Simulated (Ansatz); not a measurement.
## How fast states decay through LiTaBr6

A new crystal, LiTaBr6: structure, gap and complex bands. It is built by putting Br for F in the LiTaF6 structure of space group R-3, with the volume rescaled by atomic radii. The parent structure comes from the Materials Project.

Calculated with Ansatz 0.2.0; PBE DFT, plane waves, PAW files, in the first sound run; inputs show where later runs differ.

The structure was built from a prototype and need not be the compound's stable phase.

## (1) Starting point

The structure is trigonal, space group R-3 (No. 148). Conventional cell: a = 6.611 Å, b = 6.611 Å, c = 17.363 Å, α = 90.00°, β = 90.00°, γ = 120.00°. Li has 6 Br at 2.54 Å nearest. Nearest to Ta lie 6 Br at 2.45 Å. Br has 1 Ta at 2.45 Å and 1 Li at 2.54 Å nearest. It derives from LiTaF6. Br for F in the LiTaF6 structure of space group R-3. Farther neighbours and most contacts between anions are not listed.

Structure file:

```cif
data_structure
_symmetry_space_group_name_H-M 'P 1'
_symmetry_Int_Tables_number 1
_cell_length_a 6.9329
_cell_length_b 6.9329
_cell_length_c 6.9329
_cell_angle_alpha 56.947
_cell_angle_beta 56.947
_cell_angle_gamma 56.947
_cell_volume 219.04
loop_
_atom_site_label
_atom_site_type_symbol
_atom_site_fract_x
_atom_site_fract_y
_atom_site_fract_z
_atom_site_occupancy
Li1 Li 0.50000 0.50000 0.50000 1
Ta2 Ta 0.00000 0.00000 0.00000 1
Br3 Br 0.64967 0.24539 0.86097 1
Br4 Br 0.24539 0.86097 0.64967 1
Br5 Br 0.86097 0.64967 0.24539 1
Br6 Br 0.35033 0.75461 0.13903 1
Br7 Br 0.75461 0.13903 0.35033 1
Br8 Br 0.13903 0.35033 0.75461 1
```

## (2) Cell and atoms at rest

The substituted atoms don't fit the parent's cell, so cell and atoms relax together. A small smearing keeps the run stable in case the gap closes on the way.

Contents of input.yaml:

```yaml
crystal:
  lattice:
    - [3.3052550507, 1.9082898933, 5.7878180238]
    - [-3.3052550507, 1.9082898933, 5.7878180238]
    - [0.0, -3.8165797866, 5.7878180238]
  atoms:
    - { symbol: Li, position: [0.5, 0.5, 0.5] }
    - { symbol: Ta, position: [0.0, 0.0, 0.0] }
    - { symbol: Br, position: [0.64967097, 0.24539065, 0.86097381] }
    - { symbol: Br, position: [0.24539065, 0.86097381, 0.64967097] }
    - { symbol: Br, position: [0.86097381, 0.64967097, 0.24539065] }
    - { symbol: Br, position: [0.35032903, 0.75460935, 0.13902619] }
    - { symbol: Br, position: [0.75460935, 0.13902619, 0.35032903] }
    - { symbol: Br, position: [0.13902619, 0.35032903, 0.75460935] }
kpoints:
  mp_grid: { grid: [4, 4, 4] }
scf:
  occupations: { method: gaussian, width: 0.03 }
hamiltonian:
  xc: pbe
output:
  forces: true
  stress: true
relax:
  f_tol: 0.02
  max_steps: 60
  cell: {}
```

Started as:

```console
$ ansatz run input.yaml --threads 2 --pin off --max-ram 4096MiB --backend cpu --events-out ev --progress --plain --runs-dir out
```

Numbers of over 12 decimals in the logs are rounded to 6 here.

Log:

```text
Engine: ansatz 0.2.0, aarch64-unknown-linux-gnu
Pseudopotentials: kind: paw
Pseudopotential: Li, paw, valence charge 3, recommended cutoff 420 eV (normal), Li.paw.azcp
Pseudopotential: Ta, paw, valence charge 13, recommended cutoff 420 eV (normal), Ta.paw.azcp
Pseudopotential: Br, paw, valence charge 7, recommended cutoff 420 eV (normal), Br.paw.azcp
Functional definition: PBE
  parameter kappa = 0.804
  parameter beta = 0.066725
  exchange = pbe_x(kappa = kappa, mu = beta*pi^2/3)
  correlation = pbe_c(beta = beta)
Crystal: 8 atoms, lattice volume = 219.036 Å³
Basis set: ecut = 420 eV, 4273 PW (Γ), exchange–correlation on 96×96×96 points (8 copies of the dense FFT grid, shifted against one another)
Bands: 37, of which v1, the nominal top of the filled ones, is band 29 counted from 1 (28 counted from 0)
Symmetry: 6 space group operations
Space group: R-3 (ITA 148), of the structure as read, at distance tolerance 6.0e-5 Å
k-points: 14 of 64
Non-local potential: Li, projectors of the file, l = 0: 3, l = 1: 2, l = 2: 1
Non-local potential: Ta, projectors of the file, l = 0: 3, l = 1: 2, l = 2: 2, l = 3: 1
Non-local potential: Br, projectors of the file, l = 0: 2, l = 1: 2, l = 2: 2
PAW form: soft (Blöchl's): semilocal exchange-correlation on the pseudo side does not see the compensation charge
PAW one-centre angular grid: Li, 110 points (default); XC on 64 Gauss nodes
PAW one-centre angular grid: Ta, 590 points (default); XC on 64 Gauss nodes
PAW one-centre angular grid: Br, 110 points (default); XC on 64 Gauss nodes
Initial density: superposition of atomic densities (neutral atoms: chi_scale 0, normalization atom), corrected by the library's trained network
Initial wavefunctions: pseudopotential atomic-orbital guess
Functional: x = pbe(κ = 0.804, μ = 0.219515), c = pbe(β = 0.066725)
SCF iter   1: F=—  HF=-26843.648859 eV  |F-HF|=—  |Δ(HF+E_count)|=         —  Δρ=1.18e-3  dr2=5.80e-3  ethr=1.77e-3  ⟨swp⟩=9.7  Hψ=2851  notcnv=0  defer=3
preconditioner: auto → Resta (q_TF=auto, 2.186 Å⁻¹)  ε∞=4.1  [insulator: Δε(μ)=2.074 eV  Ē_g=9.946 eV  σ=0.030 eV  W_gap=1.00  n_scr=34 (ndim 8)  ℏωp=17.4 eV  f_vac=0.067  D(μ)=0.00/eV (n_scr^D=0)  ε∞_Penn≈4.1]
SCF iter   2: F=—  HF=-26843.653445 eV  |F-HF|=—  |Δ(HF+E_count)|=   4.59e-3  Δρ=6.99e-4  dr2=2.76e-3  ethr=1.00e-5  ⟨swp⟩=2.9  Hψ=1160  notcnv=0  defer=32
SCF iter   3: F=—  HF=-26843.653286 eV  |F-HF|=—  |Δ(HF+E_count)|=   1.60e-4  Δρ=3.98e-4  dr2=3.83e-4  ethr=4.76e-6  ⟨swp⟩=1.7  Hψ=487  notcnv=0  defer=32
SCF iter   4: F=—  HF=-26843.653592 eV  |F-HF|=—  |Δ(HF+E_count)|=   3.07e-4  Δρ=1.40e-4  dr2=1.32e-4  ethr=6.60e-7  ⟨swp⟩=2.0  Hψ=729  notcnv=0  defer=32
SCF iter   5: F=—  HF=-26843.653586 eV  |F-HF|=—  |Δ(HF+E_count)|=   5.87e-6  Δρ=5.65e-5  dr2=1.83e-5  ethr=2.27e-7  ⟨swp⟩=1.0  Hψ=477  notcnv=0  defer=32
SCF iter   6: F=—  HF=-26843.653458 eV  |F-HF|=—  |Δ(HF+E_count)|=   1.29e-4  Δρ=9.44e-6  dr2=3.85e-7  ethr=3.15e-8  ⟨swp⟩=2.4  Hψ=755  notcnv=0  defer=32
SCF iter   7: F=-26843.653458 eV  HF=-26843.653458 eV  |F-HF|=2.86e-8  |Δ(HF+E_count)|=   5.33e-7  Δρ=4.12e-6  dr2=6.35e-8  ethr=1.72e-10  ⟨swp⟩=5.2  Hψ=1977  notcnv=0
SCF 1 converged in 7 iterations: F = -26843.653458 eV  dr2 = 6.35e-8
  greatest PAW one-centre occupation: 1.000 electrons in one spin orbital (limit 2), on the Li atom at site 0 (counted from 0), in its partial waves of l = 0
relax step   1: F+E_penalty+E_count = -26843.65345801 eV  Δ(F+E_penalty+E_count) = +0.000e0 eV  max|allowed force component| = 8.539e-1 eV/Å  Δτ_max = 0.0000 Å  P = +7.029 GPa  Ω = 219.036 Å³  (7 SCF iters, dr2 threshold 1.00e-7 eV, accepted)
Crystal: 8 atoms, lattice volume = 249.793 Å³
Basis set: ecut = 420 eV, 4893 PW (Γ), exchange–correlation on 96×96×96 points (8 copies of the dense FFT grid, shifted against one another)
Initial density: handed on by an earlier stage of this run
Initial wavefunctions: those handed on with the density
iter 1 solved again at ethr=2.63e-3 eV; its pass at ethr=3.10e-3 eV (dr2=1.53e0 eV) is discarded
SCF iter   1: F=—  HF=-26844.451584 eV  |F-HF|=—  |Δ(HF+E_count)|=         —  Δρ=1.25e-2  dr2=1.51e0  ethr=2.63e-3  ⟨swp⟩=1.1  Hψ=3337  notcnv=0
preconditioner: auto → Resta (q_TF=auto, 2.139 Å⁻¹)  ε∞=4.0  [insulator: Δε(μ)=2.285 eV  Ē_g=9.333 eV  σ=0.030 eV  W_gap=1.00  n_scr=52 (ndim 8)  ℏωp=16.3 eV  f_vac=0.079  D(μ)=0.00/eV (n_scr^D=0)  ε∞_Penn≈4.0]
SCF iter   2: F=—  HF=-26844.235625 eV  |F-HF|=—  |Δ(HF+E_count)|=   2.16e-1  Δρ=6.37e-3  dr2=2.88e-1  ethr=2.61e-3  ⟨swp⟩=3.0  Hψ=884  notcnv=0
SCF iter   3: F=—  HF=-26844.192075 eV  |F-HF|=—  |Δ(HF+E_count)|=   4.35e-2  Δρ=2.29e-3  dr2=2.98e-2  ethr=4.97e-4  ⟨swp⟩=3.0  Hψ=749  notcnv=0  defer=36
SCF iter   4: F=—  HF=-26844.185113 eV  |F-HF|=—  |Δ(HF+E_count)|=   6.96e-3  Δρ=8.67e-4  dr2=4.53e-3  ethr=5.13e-5  ⟨swp⟩=2.0  Hψ=802  notcnv=0  defer=40
SCF iter   5: F=—  HF=-26844.184769 eV  |F-HF|=—  |Δ(HF+E_count)|=   3.44e-4  Δρ=1.80e-4  dr2=1.69e-4  ethr=7.82e-6  ⟨swp⟩=2.9  Hψ=789  notcnv=0  defer=40
SCF iter   6: F=—  HF=-26844.184775 eV  |F-HF|=—  |Δ(HF+E_count)|=   5.98e-6  Δρ=6.53e-5  dr2=2.73e-5  ethr=2.91e-7  ⟨swp⟩=2.0  Hψ=709  notcnv=0  defer=40
SCF iter   7: F=-26844.184785 eV  HF=-26844.184784 eV  |F-HF|=5.56e-7  |Δ(HF+E_count)|=   9.86e-6  Δρ=1.28e-5  dr2=7.66e-7  ethr=1.38e-9  ⟨swp⟩=4.0  Hψ=2256  notcnv=0
SCF 2 converged in 7 iterations: F = -26844.184785 eV  dr2 = 7.66e-7
relax step   2: F+E_penalty+E_count = -26844.18478500 eV  Δ(F+E_penalty+E_count) = -5.313e-1 eV  max|allowed force component| = 7.159e-1 eV/Å  Δτ_max = 0.1352 Å  P = -2.053 GPa  Ω = 249.793 Å³  energy of the carried Pulay correction = -3.156e-3 eV  (7 SCF iters, dr2 threshold 8.00e-7 eV, accepted)
Crystal: 8 atoms, lattice volume = 251.480 Å³
Basis set: ecut = 420 eV, 4917 PW (Γ), exchange–correlation on 96×96×96 points (8 copies of the dense FFT grid, shifted against one another)
iter 1 solved again at ethr=2.12e-4 eV; its pass at ethr=3.10e-3 eV (dr2=1.23e-1 eV) is discarded
SCF iter   1: F=—  HF=-26844.402724 eV  |F-HF|=—  |Δ(HF+E_count)|=         —  Δρ=4.53e-3  dr2=1.57e-1  ethr=2.12e-4  ⟨swp⟩=2.6  Hψ=3010  notcnv=0
eigensolver tolerance schedule calibrated: the retry pair's looser diagonalisation under-reported the residual by θ = 0.22 (0.19/decade); ethr = c·dr2/N_el runs at the constant in force after the calibration composes with the one it found (an armed cap, an earlier calibration), c = 2.9e-2
preconditioner: auto → Resta (q_TF=auto, 2.137 Å⁻¹)  ε∞=4.1  [insulator: Δε(μ)=1.839 eV  Ē_g=9.191 eV  σ=0.030 eV  W_gap=1.00  n_scr=52 (ndim 8)  ℏωp=16.2 eV  f_vac=0.057  D(μ)=0.00/eV (n_scr^D=0)  ε∞_Penn≈4.1]
SCF iter   2: F=—  HF=-26844.383637 eV  |F-HF|=—  |Δ(HF+E_count)|=   1.91e-2  Δρ=2.54e-3  dr2=2.53e-2  ethr=7.85e-5  ⟨swp⟩=3.8  Hψ=1006  notcnv=0
SCF iter   3: F=—  HF=-26844.379927 eV  |F-HF|=—  |Δ(HF+E_count)|=   3.71e-3  Δρ=1.30e-3  dr2=4.23e-3  ethr=1.27e-5  ⟨swp⟩=2.0  Hψ=971  notcnv=0
SCF iter   4: F=—  HF=-26844.379703 eV  |F-HF|=—  |Δ(HF+E_count)|=   2.23e-4  Δρ=2.76e-4  dr2=2.61e-4  ethr=2.12e-6  ⟨swp⟩=2.0  Hψ=835  notcnv=0
SCF iter   5: F=—  HF=-26844.379619 eV  |F-HF|=—  |Δ(HF+E_count)|=   8.44e-5  Δρ=3.94e-5  dr2=9.01e-6  ethr=1.31e-7  ⟨swp⟩=2.1  Hψ=904  notcnv=0
SCF iter   6: F=-26844.379624 eV  HF=-26844.379623 eV  |F-HF|=1.50e-7  |Δ(HF+E_count)|=   4.36e-6  Δρ=7.84e-6  dr2=2.83e-7  ethr=4.01e-10  ⟨swp⟩=5.2  Hψ=2043  notcnv=0
SCF 3 converged in 6 iterations: F = -26844.379624 eV  dr2 = 2.83e-7
relax step   3: F+E_penalty+E_count = -26844.37962359 eV  Δ(F+E_penalty+E_count) = -1.948e-1 eV  max|allowed force component| = 1.705e-1 eV/Å  Δτ_max = 0.1216 Å  P = -0.318 GPa  Ω = 251.480 Å³  energy of the carried Pulay correction = -3.317e-3 eV  (6 SCF iters, dr2 threshold 8.00e-7 eV, accepted)
[...]
relax step   4: F+E_penalty+E_count = -26844.38356198 eV  Δ(F+E_penalty+E_count) = -3.938e-3 eV  max|allowed force component| = 1.908e-1 eV/Å  Δτ_max = 0.0866 Å  P = +0.251 GPa  Ω = 250.001 Å³  energy of the carried Pulay correction = -3.176e-3 eV  (6 SCF iters, dr2 threshold 8.00e-7 eV, accepted)
[...]
relax step   5: F+E_penalty+E_count = -26844.40405827 eV  Δ(F+E_penalty+E_count) = -2.050e-2 eV  max|allowed force component| = 1.225e-2 eV/Å  Δτ_max = 0.0383 Å  P = -0.044 GPa  Ω = 248.912 Å³  energy of the carried Pulay correction = -3.071e-3 eV  (6 SCF iters, dr2 threshold 8.00e-7 eV, accepted)
[...]
relax step   6: F+E_penalty+E_count = -26844.40556587 eV  Δ(F+E_penalty+E_count) = -1.508e-3 eV  max|allowed force component| = 1.086e-2 eV/Å  Δτ_max = 0.0105 Å  P = -0.024 GPa  Ω = 247.663 Å³  energy of the carried Pulay correction = -2.950e-3 eV  (6 SCF iters, dr2 threshold 1.73e-8 eV, accepted)
[...]
relax step   7: F+E_penalty+E_count = -26844.40740078 eV  Δ(F+E_penalty+E_count) = -1.835e-3 eV  max|allowed force component| = 2.325e-3 eV/Å  Δτ_max = 0.0315 Å  P = +0.008 GPa  Ω = 244.593 Å³  energy of the carried Pulay correction = -2.651e-3 eV  (8 SCF iters, accepted)
Basis set: ecut = 420 eV, 4785 PW (Γ), exchange–correlation on 100×100×100 points (8 copies of the dense FFT grid, shifted against one another)
Initial wavefunctions: pseudopotential atomic-orbital guess (no wavefunctions were taken with the density)
iter 1 solved again at ethr=1.38e-6 eV; its pass at ethr=3.10e-3 eV (dr2=8.00e-4 eV) is discarded
SCF iter   1: F=—  HF=-26844.407949 eV  |F-HF|=—  |Δ(HF+E_count)|=         —  Δρ=1.96e-4  dr2=4.69e-6  ethr=1.38e-6  ⟨swp⟩=3.1  Hψ=4190  notcnv=0
preconditioner: auto → Resta (q_TF=auto, 2.146 Å⁻¹)  ε∞=4.1  [insulator: Δε(μ)=1.919 eV  Ē_g=9.298 eV  σ=0.030 eV  W_gap=1.00  n_scr=46 (ndim 8)  ℏωp=16.4 eV  f_vac=0.040  D(μ)=0.00/eV (n_scr^D=0)  ε∞_Penn≈4.1]
SCF iter   2: F=—  HF=-26844.409343 eV  |F-HF|=—  |Δ(HF+E_count)|=   1.39e-3  Δρ=9.92e-5  dr2=1.17e-6  ethr=8.08e-9  ⟨swp⟩=2.0  Hψ=908  notcnv=0
SCF iter   3: F=—  HF=-26844.409854 eV  |F-HF|=—  |Δ(HF+E_count)|=   5.10e-4  Δρ=7.46e-6  dr2=2.33e-7  ethr=2.02e-9  ⟨swp⟩=2.0  Hψ=924  notcnv=0
SCF iter   4: F=—  HF=-26844.409855 eV  |F-HF|=—  |Δ(HF+E_count)|=   1.08e-6  Δρ=2.06e-6  dr2=1.45e-8  ethr=4.02e-10  ⟨swp⟩=2.0  Hψ=663  notcnv=0
SCF iter   5: F=—  HF=-26844.409855 eV  |F-HF|=—  |Δ(HF+E_count)|=   2.71e-8  Δρ=5.34e-7  dr2=1.20e-9  ethr=2.51e-11  ⟨swp⟩=2.1  Hψ=729  notcnv=0
SCF iter   6: F=—  HF=-26844.409855 eV  |F-HF|=—  |Δ(HF+E_count)|=  4.22e-10  Δρ=1.15e-7  dr2=8.11e-11  ethr=2.07e-12  ⟨swp⟩=2.3  Hψ=765  notcnv=0
SCF iter   7: F=-26844.409855 eV  HF=-26844.409855 eV  |F-HF|=3.64e-12  |Δ(HF+E_count)|=  3.27e-11  Δρ=2.16e-8  dr2=1.12e-12  ethr=1.00e-12  ⟨swp⟩=4.9  Hψ=1745  notcnv=0
SCF 8 converged in 7 iterations: F = -26844.409855 eV  dr2 = 1.12e-12
relax step   8: F+E_penalty+E_count = -26844.40985483 eV  Δ(F+E_penalty+E_count) = -2.454e-3 eV  max|allowed force component| = 2.806e-3 eV/Å  Δτ_max = 0.0000 Å  P = +0.007 GPa  Ω = 244.593 Å³  stress off target by 1.01e-2 GPa  SCF on the basis re-selected at this cell (its energy is not comparable with the rows above)  (7 SCF iters)
basis re-selected at this cell: Δ(F+E_penalty+E_count) = -2.454e-3 eV, ΔP = -0.001 GPa vs the last step (what re-selecting the basis moved, of the pressure what is left beyond the Pulay correction that the steps carried, after the strain that the cell walked since its last selection, with what the two solves' SCF thresholds leave and, on support functions, any second-order correction that the steps lacked; it is no measure of the basis error at this ecutwfc). The dense FFT grid was sized anew with the basis: this SCF ran on 50×50×50 points, the steps before it on 48×48×48, so part of this shift can come from that change (see relax.cell in the input reference). [rest of the remark cut]
SCF converged after 7 iterations
Free energy (F): -26844.409855 eV
Harris-Foulkes:  -26844.409855 eV  (|F-HF|=3.64e-12)
Internal energy: -26844.409855 eV  (E = F + TS)
E sigma→0 (E₀):  -26844.409855 eV
Fermi energy:    3.098966 eV
--- Per-component energies (eV) ---
  E_band       = -535.536283
  E_kinetic    = 1179.993820
  E_local      = -3152.772688  (includes V_loc(G=0)·N_el)
  E_nonlocal   = 401.571900
  E_hartree    = 1031.921291
  E_xc         = -1812.215276
  E_vxc        = -833.879658  (∫ρ·V_xc dr)
  E_paw        = -21896.698435  (= ΣΔE_a)
  E_vpaw       = -194.292374  (= ΣTr[D̂ρ^β])
  E_aug_tail   = 0.000177  (compensation charges beyond the density's cutoff)
  E_ewald      = -2596.210644
  E_smearing   = -0.000000  (= −TS)
  E_closure    = -0.000000  (closes the sum)
  Σ components = -26844.409855   (vs F -26844.409855, Δ=0.00e0)
--- Forces (eV/Å), atoms counted from 1 ---
  atom   1  Li     0.00000000     0.00000000     0.00000000
  atom   2  Ta     0.00000000     0.00000000    -0.00000000
  atom   3  Br     0.00277776    -0.00080099     0.00263808
  atom   4  Br    -0.00208255    -0.00200512     0.00263808
  atom   5  Br    -0.00069520     0.00280610     0.00263808
  atom   6  Br    -0.00277776     0.00080099    -0.00263808
  atom   7  Br     0.00208255     0.00200512    -0.00263808
  atom   8  Br     0.00069520    -0.00280610    -0.00263808
  max |Σ_I F_I| component: 1.54e-17 eV/Å
--- Stress (GPa, compression-positive) ---
        0.010124       0.000000       0.000000
       -0.000000       0.010124       0.000000
        0.000000       0.000000       0.002001
  P = ⅓ Tr σ = 0.0074 GPa (0.074 kbar)
--- Relaxed structure (7 steps of the walk, 7 accepted, 1 SCFs on fresh bases) ---
  F+E_penalty+E_count = -26844.40985483 eV   max|allowed force component| = 2.806e-3 eV/Å   (the final SCF, on the basis selected at the relaxed cell)
  cell:  # Å, volume = 244.5931 Å³
    - [3.408475, 1.967884, 6.077619]
    - [-3.408475, 1.967884, 6.077619]
    - [2.2259504596494626e-18, -3.935768, 6.077619]
  atoms:
    - { symbol: Li, position: [0.500000, 0.500000, 0.500000] }
    - { symbol: Ta, position: [1.115538679863691e-18, -2.949634660006403e-19, -5.120745931680404e-19] }
    - { symbol: Br, position: [0.621339, 0.230114, 0.909253] }
    - { symbol: Br, position: [0.230114, 0.909253, 0.621339] }
    - { symbol: Br, position: [0.909253, 0.621339, 0.230114] }
    - { symbol: Br, position: [0.378661, 0.769886, 0.090747] }
    - { symbol: Br, position: [0.769886, 0.090747, 0.378661] }
    - { symbol: Br, position: [0.090747, 0.378661, 0.769886] }
```

It took 28 s on 2 threads of Arm Neoverse V1, shared host; peak memory 0.55 GiB; 55 s of CPU time.

Step by step:

| step | energy less that of the first step (eV) | largest force component (eV/Å) | pressure (GPa) | volume (Å³) |
| --- | --- | --- | --- | --- |
| 1 | 0.0000 | 0.8539 | 7.03 | 219.04 |
| 2 | -0.5313 | 0.7159 | -2.05 | 249.79 |
| 3 | -0.7262 | 0.1706 | -0.32 | 251.48 |
| 4 | -0.7301 | 0.1908 | 0.25 | 250.00 |
| 5 | -0.7506 | 0.0123 | -0.04 | 248.91 |
| 6 | -0.7521 | 0.0109 | -0.02 | 247.66 |
| 7 | -0.7539 | 0.0023 | 0.01 | 244.59 |
| 8* | -0.7564 | 0.0028 | 0.01 | 244.59 |

Relaxation steps marked * repeat the geometry before them on a plane-wave basis chosen anew for their cell, so energy and pressure can jump there.

Forces are held to the 6 operations that the run works with; a distortion that breaks them can't arise in this run.

| conventional cell, symmetrised | before | after | change |
| --- | --- | --- | --- |
| a (Å) | 6.611 | 6.817 | +3.1 % |
| b (Å) | 6.611 | 6.817 | +3.1 % |
| c (Å) | 17.363 | 18.233 | +5.0 % |
| volume (Å³/atom) | 27.38 | 30.57 | +11.7 % |

The atoms that moved most (Å, as changes of fractional coordinates times the final cell):

| atom | dx | dy | dz | length |
| --- | --- | --- | --- | --- |
| Br7 | 0.217 | -0.176 | -0.028 | 0.281 |
| Br5 | 0.261 | 0.099 | 0.028 | 0.281 |
| Br6 | 0.045 | 0.276 | -0.028 | 0.281 |
| Br4 | -0.217 | 0.176 | 0.028 | 0.281 |
| Br3 | -0.045 | -0.276 | 0.028 | 0.281 |
| Br8 | -0.261 | -0.099 | -0.028 | 0.281 |

The relaxed structure:

```cif
data_structure
_symmetry_space_group_name_H-M 'P 1'
_symmetry_Int_Tables_number 1
_cell_length_a 7.2407
_cell_length_b 7.2407
_cell_length_c 7.2407
_cell_angle_alpha 56.164
_cell_angle_beta 56.164
_cell_angle_gamma 56.164
_cell_volume 244.59
loop_
_atom_site_label
_atom_site_type_symbol
_atom_site_fract_x
_atom_site_fract_y
_atom_site_fract_z
_atom_site_occupancy
Li1 Li 0.50000 0.50000 0.50000 1
Ta2 Ta 0.00000 0.00000 0.00000 1
Br3 Br 0.62134 0.23011 0.90925 1
Br4 Br 0.23011 0.90925 0.62134 1
Br5 Br 0.90925 0.62134 0.23011 1
Br6 Br 0.37866 0.76989 0.09075 1
Br7 Br 0.76989 0.09075 0.37866 1
Br8 Br 0.09075 0.37866 0.76989 1
```

This step gave:

| Quantity | Value |
| --- | --- |
| free energy | -26844.4099 eV |
| Fermi energy | 3.099 eV |
| pressure | 0.007416 GPa |

The largest force component on a free atom ends at 0.0028 eV/Å.

[end of part 1 of 3]

[Logs are printed without paths, hosts, clocks, repeated set-up lines and the standing remarks that a program may print on its own settings, such as how far it seeks lower states.]

[Hosts, paths, dates, database ids (printed as entryN), source tags and the programs' standing remarks are cut or masked in the printed files.]

[New means built here by substitution; the compound itself may be known and measured.]
